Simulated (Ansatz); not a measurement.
# Phonons of MgO (Periclase, Fm-3m) against volume, part 2 of 2

Wanted: mode Grüneisen parameters of MgO (Periclase, Fm-3m).

Ansatz 0.2.0; DFT LDA, scalar-relativistic, plane waves, PAW; PAW set soft_1.

So far, highest frequency on the path or at a solved wavevector (cm⁻¹): step 2 (the dispersion) 714.

The database entry behind the starting cell differs from later determinations by our own check (about 0.1 % long), so it need not match the best structure at ambient conditions.

## 4. Phonons at the other volume, volume ratio 0.97

The phonons are repeated at this volume on the same k and q meshes.

File input.yaml:

```yaml
crystal:
  lattice:
    - [0.0, 2.0593175597, 2.0593175597]
    - [2.0593175597, 0.0, 2.0593175597]
    - [2.0593175597, 2.0593175597, 0.0]
  atoms:
    - { symbol: Mg, position: [0.0, 0.0, 0.0] }
    - { symbol: O, position: [0.5, 0.5, 0.5] }
kpoints:
  mp_grid: { grid: [8, 8, 8] }
hamiltonian:
  xc: lda
  pseudopotentials: { kind: paw, azcp: { folder: soft_1 }, xc_functional: pbe }
scf:
  occupations: { method: fixed }
output:
  eigenvalues: true
phonons:
  method: dfpt
  dielectric: true
  rigid_motions: translations
  qmesh: [4, 4, 4]
  temperatures: { t_max: 1000, t_step: 50 }
  qpath:
    path:
      - [[0.0, 0.0, 0.0], [0.5, 0.0, 0.5], [0.625, 0.25, 0.625]]
      - [[0.375, 0.375, 0.75], [0.0, 0.0, 0.0], [0.5, 0.5, 0.5], [0.5, 0.25, 0.75], [0.5, 0.0, 0.5]]
    npoints: 10
```

The run is started by

```sh
$ ansatz run input.yaml --threads 4 --pin off --max-ram 10240MiB --backend cpu --events-out ev --progress --plain --runs-dir out
```

Numbers of over 12 decimals in the logs are rounded to 6 here.

The program printed:

```text
[...]
Crystal: 2 atoms, lattice volume = 17.466 Å³
Basis set: ecut = 420 eV, 331 PW (Γ), exchange–correlation on 40×40×40 points (8 copies of the dense FFT grid, shifted against one another)
Bands: 12, of which v1, the nominal top of the filled ones, is band 8 counted from 1 (7 counted from 0)
Symmetry: 48 space group operations
k-points: 59 of 512 (irreducible under 8 space group operations, time reversal used)
[...]
SCF iter   1: F=—  HF=-2460.093507 eV  |F-HF|=—  |Δ(HF+E_count)|=         —  Δρ=6.81e-2  dr2=4.27e-1  ethr=3.10e-3  ⟨swp⟩=4.4  Hψ=3783  notcnv=0  defer=64
[...]
SCF iter   8: F=-2460.053114 eV  HF=-2460.053114 eV  |F-HF|=1.41e-11  |Δ(HF+E_count)|=  5.68e-10  Δρ=4.01e-7  dr2=1.69e-11  ethr=1.00e-12  ⟨swp⟩=6.2  Hψ=4333  notcnv=0
SCF 1 converged in 8 iterations: F = -2460.053114 eV  dr2 = 1.69e-11
[...]
DFPT response loops at Γ: preconditioner auto → none (the input reference at scf.mixing.eps_inf says where Resta's filter doesn't serve); β = 0.50; Broyden in place of MSR1
── the response to a field inside a basis, on 8×8×8 k-points: an SCF that follows is theirs, and a resumed run solves both again ──
Bands: 9, of which v1, the nominal top of the filled ones, is band 8 counted from 1 (7 counted from 0)
k-points: 60 of 512 (irreducible under 12 space group operations)
[...]
Eigensolver: Dense (60 Hₖ)
SCF iter   1: F=—  HF=-2460.055947 eV  |F-HF|=—  |Δ(HF+E_count)|=         —  Δρ=8.81e-4  dr2=1.82e-5  ethr=1.00e-1
[...]
SCF iter   4: F=-2460.055944 eV  HF=-2460.055944 eV  |F-HF|=9.22e-10  |Δ(HF+E_count)|=   3.76e-7  Δρ=1.17e-5  dr2=5.90e-9  ethr=9.77e-9
SCF 1 converged in 4 iterations: F = -2460.055944 eV  dr2 = 5.90e-9
[...]
NSCF: frozen V_eff on 29 k-points
[...]
SCF converged after 8 iterations
Free energy (F): -2460.053114 eV
[...]
Internal energy: -2460.053114 eV  (E = F + TS)
E sigma→0 (E₀):  -2460.053114 eV
Fermi energy:    8.542449 eV
[...]
--- Band table (eV; the first three rows and the last of 59) ---
  k-point 0: bands = [... 4 lower, -8.8187, 8.5424, 8.5424, 8.5424, 13.8876, 24.4491, 24.4491, 24.4491]
  k-point 1: bands = [... 4 lower, -8.6210, 7.5560, 8.4256, 8.4256, 14.7810, 22.7742, 24.8425, 24.8425]
  k-point 2: bands = [... 4 lower, -8.1038, 5.7276, 8.1570, 8.1570, 16.1566, 21.3275, 25.4580, 25.4580]
  k-point 58: bands = [... 4 lower, -6.9108, 5.3425, 5.3425, 6.6143, 20.4501, 20.4501, 21.2421, 24.7065]
--- Phonons (Γ-DFPT): 2 representative perturbations + reference, on 59 of 512 k-points (Σ response iterations 6) ---
  k mesh reduced under 8 symmetry operations, with k and −k counted as one. Each operation leaves every solved perturbation unchanged. A smaller set is not considered because the run solves the response to a homogeneous field
  ASR residual: 2.401e-4 → 0.000e0 eV/Å²; symmetrization residual: 1.048e-6 eV/Å²
  ASR residual per site (eV/Å²): 4.47e-5 2.40e-4
  Γ frequencies (cm⁻¹): 0.00 0.00 0.00 436.18 436.18 436.18
  ε∞ (high-frequency dielectric tensor):
        3.152302     0.000000    -0.000000
        0.000000     3.152302     0.000000
       -0.000000     0.000000     3.152302
  ε⁰ (static dielectric tensor: ions relaxed, cell fixed):
        9.016861     0.000000    -0.000000
        0.000000     9.016861     0.000000
       -0.000000     0.000000     9.016861
  ε⁰ − ε∞ (ionic part):
        5.864559     0.000000    -0.000000
        0.000000     5.864559     0.000000
       -0.000000     0.000000     5.864559
  softest optical mode at Γ: 436.18 cm⁻¹; the repairs (sum rule, projections) moved no ω² at Γ by more than (2.05 cm⁻¹)²
  Born effective charges Z* (e; rows j = field, columns β = displacement):
    site 0:
         1.95477    0.00000   -0.00000
        -0.00000    1.95477    0.00000
         0.00000   -0.00000    1.95477
    site 1:
        -1.95477   -0.00000    0.00000
         0.00000   -1.95477   -0.00000
        -0.00000    0.00000   -1.95477
  Z* charge neutrality: 1.267e-3 e pre-enforcement
  solved inside a basis spanned on kpoints, on 8×8×8 k-points, its susceptibility summed on 12×12×12: ε∞ is read to err by 6.9e-3, Z* by 1.1e-2 e (field_mesh: kpoints solves on kpoints); Z* is corrected for what the basis lacks
  optical modes at Γ without the LO–TO term, one row a degenerate level:
      ω (cm⁻¹)  modes    IR ((D/Å)²/amu)
        436.18      3            27.4117
  optical modes at Γ + LO–TO along q̂ = [1.0000, 0.0000, 0.0000]:
      ω (cm⁻¹)  modes    IR ((D/Å)²/amu)
        436.18      2            18.2745
        737.71      1             9.1372
  optical modes at Γ + LO–TO along q̂ = [0.0000, 1.0000, 0.0000]:
      ω (cm⁻¹)  modes    IR ((D/Å)²/amu)
        436.18      2            18.2745
        737.71      1             9.1372
  optical modes at Γ + LO–TO along q̂ = [0.0000, 0.0000, 1.0000]:
      ω (cm⁻¹)  modes    IR ((D/Å)²/amu)
        436.18      2            18.2745
        737.71      1             9.1372
--- Phonons (arbitrary-q DFPT): 8 irreducible q on the 4×4×4 mesh ---
[...]
interpolated dispersion: 63 rows × 6 modes
[...]
```

Wall time 18 s (4 threads of Arm Neoverse V2, shared host); peak memory 0.58 GiB.

This step gave:

| Property | Result |
| --- | --- |
| sum-rule residual before enforcement | 2.40e-4 eV/Å² |
| miss of the charge sum rule | 0.001267 e |
| estimated error of the dielectric tensor | 0.006873 |
| estimated error of the Born charges | 0.01137 e |
| highest frequency on the path or at a solved wavevector | 737.7 cm⁻¹ |
| mean frequency | 421.6 cm⁻¹ |
| Debye temperature (second moment) | 814 K |
| logarithmic mean frequency | 402.5 cm⁻¹ |
| highest optical mode at the zone centre (no LO-TO term) | 436.2 cm⁻¹ |
| lowest optical zone-centre mode | 436.2 cm⁻¹ |
| mean high-frequency dielectric constant | 3.152 |
| largest Born charge (third of the trace) | 1.955 e |
| mean static dielectric constant | 9.017 |
| top of the zone-centre spectrum with the field | 737.7 cm⁻¹ |
| lowest mode on the q mesh (acoustic modes at Γ apart) | 197.6 cm⁻¹ |
| zero-point energy per atom | 78.4 meV |

Frequencies (cm⁻¹) solved at each irreducible wavevector; negative means imaginary. Frequencies by wavevector, by row:

```csv
q in reciprocal lattice units,star,mode 1,mode 2,mode 3,mode 4,mode 5,mode 6
0 0 0,1,0,0,0,436.2,436.2,436.2
0 0 0.25,8,197.6,197.6,340.3,423.6,423.6,702.7
0 0 -0.5,4,301.4,301.4,391.6,391.6,566.9,595.3
0 0.25 0.25,6,221.6,221.6,356.8,460.8,460.8,641.6
0 0.25 -0.5,24,294.2,349.5,446.5,461,479.9,580.3
0 0.25 -0.25,12,293.5,330.3,399.7,438.1,496.2,609.6
0 -0.5 -0.5,3,297.3,297.3,449.1,485.6,485.6,575
0.25 -0.5 -0.25,6,368.9,392.7,392.7,469.3,531.6,531.6
```

The highest optical mode at the zone centre (no LO-TO term) is 436.2 cm⁻¹, +29.1 cm⁻¹ against the base run.

## 5. Relaxing at another volume, volume ratio 1.03

The volume is scaled by 1.03 and held; symmetry leaves nothing to relax, so this is a single point. The modes can then be followed against volume.

input.yaml, the sections that differ from step 4:

```yaml
crystal:
  lattice:
    - [0.0, 2.1009311463, 2.1009311463]
    - [2.1009311463, 0.0, 2.1009311463]
    - [2.1009311463, 2.1009311463, 0.0]
  atoms:
    - { symbol: Mg, position: [0.0, 0.0, 0.0] }
    - { symbol: O, position: [0.5, 0.5, 0.5] }
output:
  forces: true
  stress: true
  eigenvalues: true
# kpoints, hamiltonian, scf: as in step 4
# phonons: removed
```

The program printed:

```text
[...]
Crystal: 2 atoms, lattice volume = 18.547 Å³
Basis set: ecut = 420 eV, 339 PW (Γ)
Bands: 12, of which v1, the nominal top of the filled ones, is band 8 counted from 1 (7 counted from 0)
Symmetry: 48 space group operations
[...]
k-points: 29 of 512
[...]
--- Band table (eV; the first three rows and the last of 29) ---
  k-point 0: bands = [... 4 lower, -9.2639, 7.7720, 7.7720, 7.7720, 12.5049, 23.3525, 23.3525, 23.3525]
  k-point 1: bands = [... 4 lower, -9.0859, 6.8066, 7.6665, 7.6665, 13.4089, 21.6972, 23.7098, 23.7098]
  k-point 2: bands = [... 4 lower, -8.6226, 5.0717, 7.4241, 7.4241, 14.8222, 20.1780, 24.2026, 24.2026]
  k-point 28: bands = [... 4 lower, -7.5556, 4.7655, 4.7655, 5.9578, 19.2776, 19.2776, 19.7346, 23.1273]
[key lines of the parts left out:]
SCF converged after 7 iterations
Free energy (F): -2460.054079 eV
Fermi energy:    7.771956 eV
P = ⅓ Tr σ = -4.8001 GPa (-48.001 kbar)
```

Elapsed: 0.26 s, on 4 threads; peak memory 0.25 GiB.

This step gave:

```yaml
pressure: -4.800 GPa
gap_on_the_k_mesh: 4.733 eV
volume_per_atom: 9.273 Å³
direct_gap_on_mesh: 4.733 eV
```

The run ends at a pressure of -4.80 GPa.

## 6. Phonons at the other volume, volume ratio 1.03

The phonons are repeated at this volume on the same k and q meshes.

input.yaml, the sections that differ from step 5:

```yaml
output:
  eigenvalues: true
phonons:
  method: dfpt
  dielectric: true
  rigid_motions: translations
  qmesh: [4, 4, 4]
  temperatures: { t_max: 1000, t_step: 50 }
  qpath:
    path:
      - [[0.0, 0.0, 0.0], [0.5, 0.0, 0.5], [0.625, 0.25, 0.625]]
      - [[0.375, 0.375, 0.75], [0.0, 0.0, 0.0], [0.5, 0.5, 0.5], [0.5, 0.25, 0.75], [0.5, 0.0, 0.5]]
    npoints: 10
# crystal, kpoints, hamiltonian, scf: as in step 5
```

The program printed:

```text
[...]
Crystal: 2 atoms, lattice volume = 18.547 Å³
Basis set: ecut = 420 eV, 339 PW (Γ), exchange–correlation on 40×40×40 points (8 copies of the dense FFT grid, shifted against one another)
Bands: 12, of which v1, the nominal top of the filled ones, is band 8 counted from 1 (7 counted from 0)
Symmetry: 48 space group operations
k-points: 59 of 512 (irreducible under 8 space group operations, time reversal used)
[...]
optical modes at Γ + LO–TO along q̂ = [0.0000, 1.0000, 0.0000]:
      ω (cm⁻¹)  modes    IR ((D/Å)²/amu)
        379.04      2            18.7597
        692.12      1             9.3798
  optical modes at Γ + LO–TO along q̂ = [0.0000, 0.0000, 1.0000]:
      ω (cm⁻¹)  modes    IR ((D/Å)²/amu)
        379.04      2            18.7597
        692.12      1             9.3798
--- Phonons (arbitrary-q DFPT): 8 irreducible q on the 4×4×4 mesh ---
[...]
interpolated dispersion: 63 rows × 6 modes
[...]
[key lines of the parts left out:]
SCF converged after 8 iterations
Free energy (F): -2460.054080 eV
Fermi energy:    7.771938 eV
```

Wall time 20 s (4 threads); peak memory 0.58 GiB; 75 s of CPU time.

This step gave:

```yaml
sum_rule_residual_before_enforcement: 3.74e-5 eV/Å²
miss_of_the_charge_sum_rule: 6.29e-4 e
estimated_error_of_the_dielectric_tensor: 0.006925
estimated_error_of_the_born_charges: 0.01087 e
highest_frequency_on_the_path_or_at_a_solved_wavevector: 692.1 cm⁻¹
mean_frequency: 385 cm⁻¹
debye_temperature_second_moment: 745 K
logarithmic_mean_frequency: 367.2 cm⁻¹
highest_optical_mode_at_the_zone_centre_no_lo_to_term: 379.0 cm⁻¹
lowest_optical_zone_centre_mode: 379.0 cm⁻¹
mean_high_frequency_dielectric_constant: 3.216
largest_born_charge_third_of_the_trace: 1.981 e
mean_static_dielectric_constant: 10.72
top_of_the_zone_centre_spectrum_with_the_field: 692.1 cm⁻¹
lowest_mode_on_the_q_mesh_acoustic_modes_at_gamma_apart: 176.7 cm⁻¹
zero_point_energy_per_atom: 71.6 meV
```

The highest optical mode at the zone centre (no LO-TO term) is 379.0 cm⁻¹, -28.0 cm⁻¹ against the base run.

## 7. Grüneisen parameters

The Grüneisen parameter of a mode is minus the logarithmic change of its frequency with volume, −d ln ω / d ln V; weighted by heat capacity it gives the expansion.

Numbers from this step:

* bulk modulus: 172.7 GPa

The phonon branches at the labelled points (cm⁻¹):

```csv
point,branch 1,branch 2,branch 3,branch 4,branch 5,branch 6
Γ,0,0,0,407,407,714
halfway,218,218,334,431,431,624
X,292,292,431,456,456,553
halfway,294,324,425,448,469,546
U,299,390,406,425,497,528
jump to K,299,390,406,425,497,528
halfway,220,258,357,381,441,644
Γ,0,0,0,407,407,714
halfway,187,187,329,397,397,680
L,283,283,369,369,551,574
halfway,300,334,400,448,484,551
W,352,381,381,448,506,506
halfway,322,324,419,454,470,540
X,292,292,431,456,456,553
```

The same for volume x 0.97:

```csv
point,branch 1,branch 2,branch 3,branch 4,branch 5,branch 6
Γ,0,0,0,436,436,738
X,297,297,449,486,486,575
U,310,403,421,452,521,552
K,310,403,421,452,521,552
Γ,0,0,0,436,436,738
L,301,301,392,392,567,595
W,369,393,393,469,532,532
X,297,297,449,486,486,575
```

The same for volume x 1.03:

```csv
point,branch 1,branch 2,branch 3,branch 4,branch 5,branch 6
Γ,0,0,0,379,379,692
X,286,286,411,429,429,534
U,289,377,388,399,475,508
K,289,377,388,399,475,508
Γ,0,0,0,379,379,692
L,266,266,348,348,536,555
W,336,367,367,428,483,483
X,286,286,411,429,429,534
```

The first set of phonon branches as a text plot (rows in cm⁻¹):

```
    722 |**                          *****
    692 |  **                     ***     ***
    661 |    **                  *           **
    630 |      *                *              *
    599 |       *              *                *
    569 |        ****        **                  *****
    538 |            ****** *                   ***** ***   *****
    507 |                 ***                        *   ***
    476 |              ***   **                *      ***   ***
    446 |      **********   *  **             *       ***********
    415 |******  **** ****** **  ***********        ** **   ****
    384 |       *        ***********        ***********  ***
    353 |               *   *   *                      ******
    323 |      *       *     **             *        ****    **
    292 |    **   ************** *              *******        **
    261 |        *             **          *   *
    231 |   *  **               * **         **
    200 |    **                  *        * *
    169 |                        ****      *
    138 |  **                     **     *
    108 |  *                        *     *
     77 | *                          *  **
     46 | *                          *  *
     15 |*                            **
         Γ           X  U|K            Γ         L        W     X
```

Mode Grueneisen parameter -dln(w)/dln(V), modes matched by rank; at Γ the acoustic branches take the value of a neighbouring point of the path. Mode grüneisen parameters along the path, in :

```csv
point,branch 1,branch 2,branch 3,branch 4,branch 5,branch 6
Γ,0.39,0.39,2.20,2.34,2.34,1.06
halfway,0.50,0.50,2.21,2.24,2.24,0.90
X,0.66,0.66,1.48,2.08,2.08,1.24
halfway,0.79,0.82,1.44,2.08,1.92,1.27
U,1.16,1.13,1.33,2.05,1.54,1.40
jump to K,1.16,1.13,1.33,2.05,1.54,1.40
halfway,2.59,0.53,1.44,2.02,2.18,1.02
Γ,2.52,0.39,1.33,2.34,2.34,1.06
halfway,1.86,1.86,1.07,2.21,2.21,1.06
L,2.07,2.07,1.97,1.97,0.94,1.17
halfway,1.75,1.43,1.95,1.97,0.83,1.26
W,1.55,1.13,1.13,1.53,1.60,1.60
halfway,1.05,0.81,1.40,1.86,1.96,1.32
X,0.66,0.66,1.48,2.08,2.08,1.24
```

The mode Grüneisen parameters as a text plot (rows in , shown from 0.4 to 2.5 only):

```
   2.48 |                      *     ***
   2.39 |
   2.30 |******              **   **********
   2.22 |********               ****        *
   2.13 |       *****            *           **
   2.04 |        *   ******    **              ****           ***
   1.95 |              *   *                 ** *******       *
   1.86 |         **        ****            **       * **   **
   1.77 |               *                 **        * *      *
   1.68 |                   *           **             *   **
   1.59 |           *    *                           *  ****
   1.50 |            **   ******                        ****   **
   1.41 |              ****     ****                  * *   * *
   1.32 |               ****        ****     *         **   **
   1.24 |            ***   *                        *** *  * ****
   1.15 |           *     *                      ***   * **
   1.06 |***             *  *   *****************          *
   0.97 |   ***   **    *    ***                 ****
   0.88 |      ***      *    **                      *      ***
   0.79 |              *                              *       *
   0.70 |         *****        *                               **
   0.61 |       **
   0.52 |      *                *
   0.43 |** ***                  *** ***
         Γ           X  U|K            Γ         L        W     X
```

(dS/dlnV)/C_V. Table of thermodynamic Grueneisen parameter by temperature:

```csv
temperature (K),thermodynamic Grueneisen parameter
50,1.42
100,1.50
150,1.53
200,1.54
250,1.54
300,1.54
350,1.54
400,1.53
450,1.53
500,1.53
550,1.53
600,1.53
650,1.53
700,1.53
750,1.53
800,1.53
850,1.53
900,1.53
950,1.53
1000,1.53
```

Gamma C_V/(B V) at the static volume. Volume expansion against temperature:

```csv
temperature (K),volume expansion (1e-6/K)
50,0.62
100,6.17
150,14.6
200,21.7
250,26.6
300,30.1
350,32.4
400,34.1
450,35.4
500,36.3
550,37.0
600,37.6
650,38.0
700,38.4
750,38.6
800,38.9
850,39.1
900,39.2
950,39.4
1000,39.5
```

## 8. Summary of results

- bulk modulus: 173 GPa
- gap deformation potential: -10.2 eV
- thermodynamic Grüneisen parameter at 300 K: 1.537
- volume expansion at 300 K, estimated: 30.05 × 10⁻⁶ K⁻¹

What this shows: By this estimate the volume grows by 30.1 × 10⁻⁶ per kelvin at 300 K. Without the field, the highest optical mode at Γ goes from 436 to 379 cm⁻¹ as the cell grows, a Grüneisen parameter of 2.34. Mode parameters on the path run from 0.38 to 2.6, with a median of 1.5. Branches are matched by rank, so values near crossings are rough. The expansion is the Grüneisen estimate at the static volume, with the static bulk modulus. The PAW files were made for PBE and serve the other functionals too.

[Logs are printed without paths, hosts, clocks, repeated set-up lines and the standing remarks that a program may print on its own settings, such as how far it seeks lower states.]

[Hosts, paths, dates, database ids (printed as entryN), source tags and the programs' standing remarks are cut or masked in the printed files.]
